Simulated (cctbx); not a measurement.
# Symmetry from intensities

Cell: a = 4.3500 Å, b = 4.3500 Å, c = 4.3500 Å, α = 90.00°, β = 90.00°, γ = 90.00°. Expected content of the cell: Hf1 Mo3.

The data are simulated with cctbx, not measured: Cu Kα, λ = 1.54184 Å, to d = 0.83 Å, 95 % of the full sphere, strongest reflection 20000 counts, noise from counting, a 3 % proportional error and a noise floor of 15 counts (s.d.); no absorption.

Tests on the unmerged data give:

```text
590 reflections to d = 0.837 A
centring   violations  <I/sigma> of those
    A        280 of   283      9.1
    B        286 of   287      9.2
    C        284 of   288      9.1
    I        285 of   285     15.7
    R        396 of   398     15.1
    F        425 of   429      9.1
Laue class    unique    Rint  (classes that these axes allow; Friedel mates merged)
P -1              309   0.019
P 1 2/m 1         179   0.027
P 1 1 2/m         179   0.026
P 2/m 1 1         179   0.026
P m m m           114   0.029
P 4/m              92   0.029
P 4/m m m          67   0.030
R -3 :R           105   0.027
R -3 m :R          70   0.029
P m -3             40   0.031
P m -3 m           30   0.031
space group    extra absences  I>4sigma  <I/sigma>
P 4 3 2                 0          0         -  acentric
P -4 3 m                0          0         -  acentric
P m -3 m                0          0         -  centric
Wilson B = 1.52 A^2   <|E^2-1|> = 0.838 (0.968 centric, 0.736 acentric)   E^2>4: 0.0 %
shell (A)         n   <I/sigma>
 4.35 - 1.20     13     64.6
 1.20 - 0.96      8     66.4
 0.96 - 0.84      9     57.9
```

**Question.** What are the lattice type, the Laue class and the likely space group?

Every centring test has many violations, so the lattice is primitive.

Rint stays low (0.019 to 0.031) up to P m -3 m, the highest class in these axes.

3 settings pass the absence test. No glide or screw absences show, which leaves P 4 3 2, P -4 3 m and P m -3 m.

⟨|E²−1|⟩ = 0.838 lies between the two ideal values. The Wilson B of 1.52 Å² means U ≈ 0.0193 Å².

The true group is Pm-3m (no. 221), Laue class m-3m, centrosymmetric. The tables only narrow the choice to the tied entries; cell content, site symmetry and trial solutions must settle it.

This is a model crystal, built by substitution and not relaxed, with assumed displacement parameters.

[Logs are printed without paths, hosts, clocks, repeated set-up lines and the standing remarks that a program may print on its own settings, such as how far it seeks lower states.]
